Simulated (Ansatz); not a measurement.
# Lattice dynamics of NbInSe3 (model cell, started as cubic perovskite with Nb in the octahedra)

How does NbInSe3 (model cell, started as cubic perovskite with Nb in the octahedra) vibrate, and is this structure a minimum?

Calculated with Ansatz 0.2.0; DFT PBE, scalar-relativistic, plane waves, PAW; PAW set soft_1.

The structure was built from a prototype and need not be the compound's stable phase.

## Step 1: The starting structure

The structure is cubic, space group Pm-3m (No. 221). Conventional cell: a = 5.135 Å, b = 5.135 Å, c = 5.135 Å, α = 90.00°, β = 90.00°, γ = 90.00°. Nearest to In lie 12 Se at 3.63 Å. Nb has 6 Se at 2.57 Å nearest. Se has 2 Nb at 2.57 Å nearest. Farther neighbours and most contacts between anions are not listed.

Structure file:

```cif
data_structure
_symmetry_space_group_name_H-M 'Pm-3m'
_symmetry_Int_Tables_number 221
_cell_length_a 5.1352
_cell_length_b 5.1352
_cell_length_c 5.1352
_cell_angle_alpha 90.000
_cell_angle_beta 90.000
_cell_angle_gamma 90.000
_cell_volume 135.42
loop_
_atom_site_label
_atom_site_type_symbol
_atom_site_symmetry_multiplicity
_atom_site_Wyckoff_symbol
_atom_site_fract_x
_atom_site_fract_y
_atom_site_fract_z
_atom_site_occupancy
In1 In 1 a 0.00000 0.00000 0.00000 1
Nb1 Nb 1 b 0.50000 0.50000 0.50000 1
Se1 Se 3 c 0.50000 0.50000 0.00000 1
```

## Step 2: Relaxation

Harmonic phonons are second derivatives at a point where the forces vanish, and they are wanted at zero stress, so atoms and cell are relaxed first.

input.yaml reads:

```yaml
crystal:
  lattice:
    - [5.1352, 0.0, 0.0]
    - [0.0, 5.1352, 0.0]
    - [0.0, 0.0, 5.1352]
  atoms:
    - { symbol: In, position: [0.0, 0.0, 0.0] }
    - { symbol: Nb, position: [0.5, 0.5, 0.5] }
    - { symbol: Se, position: [0.5, 0.5, 0.0] }
    - { symbol: Se, position: [0.5, 0.0, 0.5] }
    - { symbol: Se, position: [0.0, 0.5, 0.5] }
kpoints:
  mp_grid: { grid: [8, 8, 8] }
hamiltonian:
  xc: pbe
  pseudopotentials: { kind: paw, azcp: { folder: soft_1 } }
scf:
  occupations: { method: gaussian, width: 0.1 }
output:
  forces: true
  stress: true
  eigenvalues: true
  write_density: true
  write_potential: true
  elf: true
  volumetric_format: npy
relax:
  adjacent_minimum: "off"
  f_tol: 0.005
  max_steps: 80
  cell: { stress_tol: 0.05 }
```

On the command line:

```
ansatz run input.yaml --threads 4 --pin off --max-ram 16384MiB --backend cpu --events-out ev --progress --plain --runs-dir out
```

Numbers of over 12 decimals in the logs are rounded to 6 here.

Log:

```text
Engine: ansatz 0.2.0, aarch64-unknown-linux-gnu
Pseudopotentials: kind: paw
Pseudopotential: In, paw, valence charge 13, recommended cutoff 420 eV (normal), soft_1/In.paw.azcp
Pseudopotential: Nb, paw, valence charge 13, recommended cutoff 420 eV (normal), soft_1/Nb.paw.azcp
Pseudopotential: Se, paw, valence charge 16, recommended cutoff 420 eV (normal), soft_1/Se.paw.azcp
Functional definition: PBE
  parameter kappa = 0.804
  parameter beta = 0.066725
  exchange = pbe_x(kappa = kappa, mu = beta*pi^2/3)
  correlation = pbe_c(beta = beta)
Crystal: 5 atoms, lattice volume = 135.417 Å³
Basis set: ecut = 420 eV, 2601 PW (Γ), exchange–correlation on 72×72×72 points (8 copies of the dense FFT grid, shifted against one another)
Bands: 45, of which v1, the nominal top of the filled ones, is band 37 counted from 1 (36 counted from 0)
Symmetry: 48 space group operations
Space group: Pm-3m (ITA 221), of the structure as read, at distance tolerance 5.1e-5 Å
k-points: 35 of 512
Non-local potential: In, projectors of the file, l = 0: 2, l = 1: 2, l = 2: 2, l = 3: 1
Non-local potential: Nb, projectors of the file, l = 0: 3, l = 1: 2, l = 2: 2, l = 3: 1
Non-local potential: Se, projectors of the file, l = 0: 2, l = 1: 2, l = 2: 3, l = 3: 1
PAW form: soft (Blöchl's): semilocal exchange-correlation on the pseudo side does not see the compensation charge
PAW one-centre angular grid: In, 590 points (default); XC on 64 Gauss nodes
PAW one-centre angular grid: Nb, 590 points (default); XC on 64 Gauss nodes
PAW one-centre angular grid: Se, 590 points (default); XC on 64 Gauss nodes
Initial density: superposition of atomic densities (chi_scale 0.1, normalization cell, long waves kept (reshape's long-wave potential 0.00 eV rms))
Initial wavefunctions: pseudopotential atomic-orbital guess
Functional: x = pbe(κ = 0.804, μ = 0.219515), c = pbe(β = 0.066725)
SCF iter   1: F=—  HF=-26559.903890 eV  |F-HF|=—  |Δ(HF+E_count)|=         —  Δρ=3.33e-2  dr2=1.29e0  ethr=3.10e-3  ⟨swp⟩=6.6  Hψ=5662  notcnv=0
preconditioner: auto → Kerker (q_TF=auto, 2.467 Å⁻¹)  [metal: Δε(μ)=0.006 eV  Ē_g=10.453 eV  σ=0.100 eV  W_gap=0.04  n_scr=32 (ndim 8)  ℏωp=19.1 eV  f_vac=0.008  D(μ)=5.02/eV (n_scr^D=32)]
SCF iter   2: F=—  HF=-26559.560515 eV  |F-HF|=—  |Δ(HF+E_count)|=   3.43e-1  Δρ=1.95e-2  dr2=4.36e-1  ethr=1.75e-3  ⟨swp⟩=2.1  Hψ=2683  notcnv=0  defer=75
SCF iter   3: F=—  HF=-26559.411477 eV  |F-HF|=—  |Δ(HF+E_count)|=   1.49e-1  Δρ=4.82e-3  dr2=3.94e-2  ethr=5.89e-4  ⟨swp⟩=2.4  Hψ=2367  notcnv=0  defer=75
SCF iter   4: F=—  HF=-26559.406762 eV  |F-HF|=—  |Δ(HF+E_count)|=   4.71e-3  Δρ=1.76e-3  dr2=7.28e-3  ethr=5.33e-5  ⟨swp⟩=2.0  Hψ=2934  notcnv=0  defer=75
SCF iter   5: F=—  HF=-26559.406169 eV  |F-HF|=—  |Δ(HF+E_count)|=   5.93e-4  Δρ=6.94e-4  dr2=1.13e-3  ethr=9.84e-6  ⟨swp⟩=2.1  Hψ=2535  notcnv=0  defer=75
SCF iter   6: F=—  HF=-26559.406525 eV  |F-HF|=—  |Δ(HF+E_count)|=   3.56e-4  Δρ=3.04e-4  dr2=3.10e-4  ethr=1.53e-6  ⟨swp⟩=2.2  Hψ=1827  notcnv=0  defer=75
SCF iter   7: F=—  HF=-26559.406697 eV  |F-HF|=—  |Δ(HF+E_count)|=   1.72e-4  Δρ=8.80e-5  dr2=2.36e-5  ethr=4.19e-7  ⟨swp⟩=2.0  Hψ=2136  notcnv=0  defer=75
SCF iter   8: F=—  HF=-26559.406756 eV  |F-HF|=—  |Δ(HF+E_count)|=   5.82e-5  Δρ=2.48e-5  dr2=1.89e-6  ethr=3.19e-8  ⟨swp⟩=2.3  Hψ=2318  notcnv=0  defer=75
SCF iter   9: F=—  HF=-26559.406756 eV  |F-HF|=—  |Δ(HF+E_count)|=   3.13e-7  Δρ=9.01e-6  dr2=2.36e-7  ethr=2.55e-9  ⟨swp⟩=2.1  Hψ=2119  notcnv=0  defer=75
SCF iter  10: F=-26559.406756 eV  HF=-26559.406756 eV  |F-HF|=5.09e-9  |Δ(HF+E_count)|=   2.24e-8  Δρ=2.11e-6  dr2=1.11e-8  ethr=1.35e-10  ⟨swp⟩=13.7  Hψ=10907  notcnv=0
SCF 1 converged in 10 iterations: F = -26559.406756 eV  dr2 = 1.11e-8
  greatest PAW one-centre occupation: 1.000 electrons in one spin orbital (limit 2), on the Se atom at site 4 (counted from 0), in its partial waves of l = 2
relax step   1: F+E_penalty+E_count = -26559.40675580 eV  Δ(F+E_penalty+E_count) = +0.000e0 eV  max|allowed force component| = 5.546e-29 eV/Å  Δτ_max = 0.0000 Å  P = -1.148 GPa  Ω = 135.417 Å³  (10 SCF iters, dr2 threshold 1.00e-7 eV, accepted)
Crystal: 5 atoms, lattice volume = 132.104 Å³
Basis set: ecut = 420 eV, 2553 PW (Γ), exchange–correlation on 72×72×72 points (8 copies of the dense FFT grid, shifted against one another)
Initial density: handed on by an earlier stage of this run
Initial wavefunctions: those handed on with the density
iter 1 solved again at ethr=2.48e-5 eV; its pass at ethr=3.10e-3 eV (dr2=1.83e-2 eV) is discarded
SCF iter   1: F=—  HF=-26559.417154 eV  |F-HF|=—  |Δ(HF+E_count)|=         —  Δρ=2.32e-3  dr2=1.84e-2  ethr=2.48e-5  ⟨swp⟩=1.1  Hψ=7115  notcnv=0
preconditioner: auto → LDOS  [metal: Δε(μ)=0.019 eV  Ē_g=10.157 eV  σ=0.100 eV  W_gap=0.10  n_scr=32 (ndim 8)  ℏωp=19.4 eV  f_vac=0.024  D(μ)=4.83/eV (n_scr^D=32)  β→1.0]
SCF iter   2: F=—  HF=-26559.415028 eV  |F-HF|=—  |Δ(HF+E_count)|=   2.13e-3  Δρ=5.40e-4  dr2=5.92e-4  ethr=2.48e-5  ⟨swp⟩=1.3  Hψ=1600  notcnv=0
SCF iter   3: F=—  HF=-26559.414996 eV  |F-HF|=—  |Δ(HF+E_count)|=   3.16e-5  Δρ=9.65e-5  dr2=1.40e-5  ethr=8.00e-7  ⟨swp⟩=2.0  Hψ=1987  notcnv=0
SCF iter   4: F=—  HF=-26559.415044 eV  |F-HF|=—  |Δ(HF+E_count)|=   4.74e-5  Δρ=4.79e-5  dr2=3.45e-6  ethr=6.76e-10  ⟨swp⟩=11.8  Hψ=14426  notcnv=0
SCF iter   5: F=-26559.415042 eV  HF=-26559.415042 eV  |F-HF|=1.63e-8  |Δ(HF+E_count)|=   1.43e-6  Δρ=7.03e-6  dr2=6.80e-8  ethr=6.76e-10  ⟨swp⟩=7.1  Hψ=11370  notcnv=0
SCF 2 converged in 5 iterations: F = -26559.415042 eV  dr2 = 6.80e-8
relax step   2: F+E_penalty+E_count = -26559.41504236 eV  Δ(F+E_penalty+E_count) = -8.287e-3 eV  max|allowed force component| = 1.480e-29 eV/Å  Δτ_max = 0.0000 Å  P = +0.413 GPa  Ω = 132.104 Å³  energy of the carried Pulay correction = +3.154e-4 eV  (5 SCF iters, dr2 threshold 5.00e-7 eV, accepted)
Crystal: 5 atoms, lattice volume = 132.964 Å³
iter 1 solved again at ethr=1.99e-6 eV; its pass at ethr=3.10e-3 eV (dr2=1.47e-3 eV) is discarded
SCF iter   1: F=—  HF=-26559.416140 eV  |F-HF|=—  |Δ(HF+E_count)|=         —  Δρ=6.26e-4  dr2=1.35e-3  ethr=1.99e-6  ⟨swp⟩=2.0  Hψ=6647  notcnv=0
preconditioner: auto → LDOS  [metal: Δε(μ)=0.009 eV  Ē_g=10.137 eV  σ=0.100 eV  W_gap=0.05  n_scr=32 (ndim 8)  ℏωp=19.3 eV  f_vac=0.025  D(μ)=4.53/eV (n_scr^D=32)  β→1.0]
SCF iter   2: F=—  HF=-26559.415987 eV  |F-HF|=—  |Δ(HF+E_count)|=   1.53e-4  Δρ=1.71e-4  dr2=7.46e-5  ethr=1.83e-6  ⟨swp⟩=1.4  Hψ=1619  notcnv=0
SCF iter   3: F=—  HF=-26559.416028 eV  |F-HF|=—  |Δ(HF+E_count)|=   4.08e-5  Δρ=2.59e-5  dr2=1.09e-6  ethr=1.01e-7  ⟨swp⟩=2.4  Hψ=2058  notcnv=0
SCF iter   4: F=-26559.416027 eV  HF=-26559.416027 eV  |F-HF|=2.44e-7  |Δ(HF+E_count)|=   1.35e-7  Δρ=1.29e-5  dr2=2.43e-7  ethr=5.76e-10  ⟨swp⟩=10.6  Hψ=12946  notcnv=0
SCF 3 converged in 4 iterations: F = -26559.416027 eV  dr2 = 2.43e-7
relax step   3: F+E_penalty+E_count = -26559.41602722 eV  Δ(F+E_penalty+E_count) = -9.849e-4 eV  max|allowed force component| = 2.919e-30 eV/Å  Δτ_max = 0.0000 Å  P = -0.013 GPa  Ω = 132.964 Å³  energy of the carried Pulay correction = +2.327e-4 eV  (4 SCF iters, dr2 threshold 4.27e-7 eV, accepted)
Initial wavefunctions: pseudopotential atomic-orbital guess (no wavefunctions were taken with the density)
iter 1 solved again at ethr=2.05e-7 eV; its pass at ethr=3.10e-3 eV (dr2=1.52e-4 eV) is discarded
SCF iter   1: F=—  HF=-26559.415751 eV  |F-HF|=—  |Δ(HF+E_count)|=         —  Δρ=2.45e-5  dr2=4.18e-7  ethr=2.05e-7  ⟨swp⟩=3.0  Hψ=9363  notcnv=0
preconditioner: auto → LDOS  [metal: Δε(μ)=0.001 eV  Ē_g=10.135 eV  σ=0.100 eV  W_gap=0.01  n_scr=32 (ndim 8)  ℏωp=19.3 eV  f_vac=0.025  D(μ)=4.61/eV (n_scr^D=32)  β→1.0]
SCF iter   2: F=—  HF=-26559.415798 eV  |F-HF|=—  |Δ(HF+E_count)|=   4.69e-5  Δρ=1.76e-5  dr2=3.62e-7  ethr=5.65e-10  ⟨swp⟩=2.4  Hψ=2887  notcnv=0
SCF iter   3: F=—  HF=-26559.415798 eV  |F-HF|=—  |Δ(HF+E_count)|=   1.99e-7  Δρ=2.28e-6  dr2=4.24e-9  ethr=4.90e-10  ⟨swp⟩=2.0  Hψ=2152  notcnv=0
SCF iter   4: F=—  HF=-26559.415798 eV  |F-HF|=—  |Δ(HF+E_count)|=   1.07e-9  Δρ=3.33e-7  dr2=8.88e-11  ethr=5.74e-12  ⟨swp⟩=2.0  Hψ=2228  notcnv=0
SCF iter   5: F=-26559.415798 eV  HF=-26559.415798 eV  |F-HF|=4.37e-11  |Δ(HF+E_count)|=  1.38e-10  Δρ=1.10e-7  dr2=2.45e-11  ethr=1.00e-12  ⟨swp⟩=6.4  Hψ=7997  notcnv=0
SCF 4 converged in 5 iterations: F = -26559.415798 eV  dr2 = 2.45e-11
  greatest PAW one-centre occupation: 1.000 electrons in one spin orbital (limit 2), on the Se atom at site 3 (counted from 0), in its partial waves of l = 2
relax step   4: F+E_penalty+E_count = -26559.41579782 eV  Δ(F+E_penalty+E_count) = +2.294e-4 eV  max|allowed force component| = 1.185e-29 eV/Å  Δτ_max = 0.0000 Å  P = -0.013 GPa  Ω = 132.964 Å³  stress off target by 1.31e-2 GPa  SCF on the basis re-selected at this cell (its energy is not comparable with the rows above)  (5 SCF iters)
basis re-selected at this cell: Δ(F+E_penalty+E_count) = +2.294e-4 eV, ΔP = -0.000 GPa vs the last step (what re-selecting the basis moved, of the pressure what is left beyond the Pulay correction that the steps carried, after the strain that the cell walked since its last selection, with what the two solves' SCF thresholds leave and, on support functions, any second-order correction that the steps lacked; it is no m [...]
SCF converged after 5 iterations
Free energy (F): -26559.415798 eV
Harris-Foulkes:  -26559.415798 eV  (|F-HF|=4.37e-11)
Internal energy: -26559.392758 eV  (E = F + TS)
E sigma→0 (E₀):  -26559.404278 eV
Entropy (-TS):   -0.023040 eV (-4.608 meV/atom)
Fermi energy:    8.178785 eV
--- Per-component energies (eV) ---
  E_band       = -1389.213660
  E_kinetic    = 914.659367
  E_local      = -10501.649522  (includes V_loc(G=0)·N_el)
  E_nonlocal   = -642.999548
  E_hartree    = 5174.752406
  E_xc         = -563.753366
  E_vxc        = -560.131036  (∫ρ·V_xc dr)
  E_paw        = -13674.905117  (= ΣΔE_a)
  E_vpaw       = -948.596650  (= ΣTr[D̂ρ^β])
  E_aug_tail   = -0.001037  (compensation charges beyond the density's cutoff)
  E_ewald      = -7265.495941
  E_smearing   = -0.023040  (= −TS)
  E_closure    = 0.000000  (closes the sum)
  Σ components = -26559.415798   (vs F -26559.415798, Δ=0.00e0)
--- Forces (eV/Å), atoms counted from 1 ---
  atom   1  In     0.00000000    -0.00000000     0.00000000
  atom   2  Nb    -0.00000000     0.00000000    -0.00000000
  atom   3  Se     0.00000000     0.00000000     0.00000000
  atom   4  Se    -0.00000000     0.00000000    -0.00000000
  atom   5  Se    -0.00000000    -0.00000000     0.00000000
  max |Σ_I F_I| component: 1.44e-29 eV/Å
--- Stress (GPa, compression-positive) ---
       -0.013101      -0.000000      -0.000000
       -0.000000      -0.013101       0.000000
       -0.000000       0.000000      -0.013101
  P = ⅓ Tr σ = -0.0131 GPa (-0.131 kbar)
--- Band table (eV; the first three rows and the last of 35) ---
  k-point 0: bands = [... 33 lower, 7.0260, 7.4375, 7.4375, 7.4375, 7.5330, 7.5330, 7.5330, 9.2028, ... 4 higher]
  k-point 1: bands = [... 33 lower, 6.9544, 7.1039, 7.3785, 7.3785, 7.4421, 8.1413, 8.1413, 9.2060, ... 4 higher]
  k-point 2: bands = [... 33 lower, 6.7938, 7.0884, 7.4229, 7.4229, 7.4534, 8.8701, 8.8701, 9.2125, ... 4 higher]
  k-point 34: bands = [... 33 lower, 4.5674, 8.3949, 8.3949, 8.3949, 9.4943, 9.4943, 9.4943, 13.5397, ... 4 higher]
--- Relaxed structure (3 steps of the walk, 3 accepted, 1 SCFs on fresh bases) ---
  F+E_penalty+E_count = -26559.41579782 eV   max|allowed force component| = 1.185e-29 eV/Å   (the final SCF, on the basis selected at the relaxed cell)
  cell:  # Å, volume = 132.9643 Å³
    - [5.104013, 0, 0]
    - [0, 5.104013, 0.0]
    - [0, 0.0, 5.104013]
  atoms:
    - { symbol: In, position: [0, 0, 0] }
    - { symbol: Nb, position: [0.5, 0.5, 0.5] }
    - { symbol: Se, position: [0.5, 0.5, 0] }
    - { symbol: Se, position: [0.5, 0, 0.5] }
    - { symbol: Se, position: [0, 0.5, 0.5] }
```

Elapsed: 13 s, on 4 threads of Arm Neoverse V2, shared host; peak memory 0.65 GiB; 50 s of CPU time.

Step by step:

```csv
step,energy less that of the first step (eV),largest force component (eV/Å),pressure (GPa),volume (Å³)
1,0.0000,0.0000,-1.15,135.42
2,-0.0083,0.0000,0.41,132.10
3,-0.0093,0.0000,-0.01,132.96
4*,-0.0090,0.0000,-0.01,132.96
```

Relaxation steps marked * repeat the geometry before them on a plane-wave basis chosen anew for their cell, so energy and pressure can jump there.

The run keeps the 48 symmetry operations that it works with, so distortions that break them were not tested.

```csv
"conventional cell, symmetrised",before,after,change
a (Å),5.135,5.104,-0.6 %
b (Å),5.135,5.104,-0.6 %
c (Å),5.135,5.104,-0.6 %
volume (Å³/atom),27.08,26.59,-1.8 %
```

This step gave:

```
pressure          : -0.01310 GPa
volume per atom   : 26.59 Å³
gap on the k-mesh : 0 eV
```

Valence density in the ac plane at fractional y = 0.500, with atoms of Nb and Se within 0.2 Å of it. It is the smooth field of the valence electrons, not physical close to the nuclei.

Ten steps, logarithmic in the rise over the least value, from '_' (0 e/Å³) to '@' (44 e/Å³), each cell a mean:
```
________..--##%%++::..______
________....::--::..________
__________........__________
....______........________..
--::......::--==--..__....::
%%++::....--++++==::....--##
@@**::..::==++++++--....--%%
++--::....--==++==::....::==
::....____..::::::..____....
__________........__________
__________..::::....________
________..::==++--..________
________..--%%@@**::..______
```
Columns run along a (5.1 Å), rows up along c (5.1 Å). Atoms in or near the plane, at fractional coordinates: Nb at (0.50, 0.50), Se at (0.50, 0.00), Se at (0.00, 0.50).

Electrostatic potential energy in the ac plane at fractional y = 0.500, with atoms of Nb and Se within 0.2 Å of it. With pseudopotentials it is smooth inside the atoms' cores, unlike the true potential.

Values in eV, 13 rows by 14 columns, each cell a mean:
```
 13  13  12  10   2  -9   6  11  -2  -6   7  12  13  13
 12  13  12  11   7  -3 -10  -9  -8   2  10  12  13  12
 11  12  12  12  10   6   2   0   4   8  11  12  12  11
  3   6  10  10   8   3  -2  -4   0   6   9  10   8   5
 -9  -8   2   7   2 -13 -31 -36 -23  -5   5   6  -3  -9
 11  -3  -7   2  -6 -34 -55 -56 -48 -20   1   0  -9   6
 13   3  -8   1  -8 -39 -56 -56 -52 -24  -1  -2  -8  11
  1  -8  -3   5  -2 -24 -47 -51 -38 -13   3   3  -8  -4
 -6  -1   7   9   6  -3 -14 -18  -9   2   8   8   4  -4
  9  10  11  11   9   6   3   2   4   8  10  11  11   9
 12  12  12  12   9   3  -5  -7  -2   6  11  12  12  12
 13  13  12  11   5  -8  -4   1  -8  -3   9  12  13  13
 13  13  12  10   0  -7  11  13   3  -7   6  11  12  13
```
Columns run along a (5.1 Å; values clipped at the 3rd and 97th percentile), rows up along c (5.1 Å). Atoms in or near the plane, at fractional coordinates: Nb at (0.50, 0.50), Se at (0.50, 0.00), Se at (0.00, 0.50).

ELF in the ac plane at fractional y = 0.500, with atoms of Nb and Se within 0.2 Å of it. It is the smooth field of the valence electrons, not physical close to the nuclei.

Ten even steps from '_' (0.01) to '@' (0.78), each cell a mean:
```
____..**@@@@++--##@@%%==____
..__..==%%@@@@@@@@@@**::____
**==::::==##%%%%%%**--..--++
@@@@**--::::----::::::++%%@@
@@@@@@++::==%%%%**::--%%@@@@
--##@@**--%%%%**@@++==%%@@++
..**@@**==%%**::%%**==%%%%--
**%%@@**::**@@@@%%==--%%@@##
@@@@%%==..::==++--..::**@@@@
%%##==::--==++++====::--++%%
--....::##@@@@@@@@%%++....::
____..++@@@@##**%%@@%%--____
____::##@@%%--..**@@@@++____
```
Columns run along a (5.1 Å), rows up along c (5.1 Å). Atoms in or near the plane, at fractional coordinates: Nb at (0.50, 0.50), Se at (0.50, 0.00), Se at (0.00, 0.50).

In this step the volume went from 27.08 to 26.59 Å³/atom.

[end of part 1 of 2]

[Logs are printed without paths, hosts, clocks, repeated set-up lines and the standing remarks that a program may print on its own settings, such as how far it seeks lower states.]

[Hosts, paths, dates, database ids (printed as entryN), source tags and the programs' standing remarks are cut or masked in the printed files.]
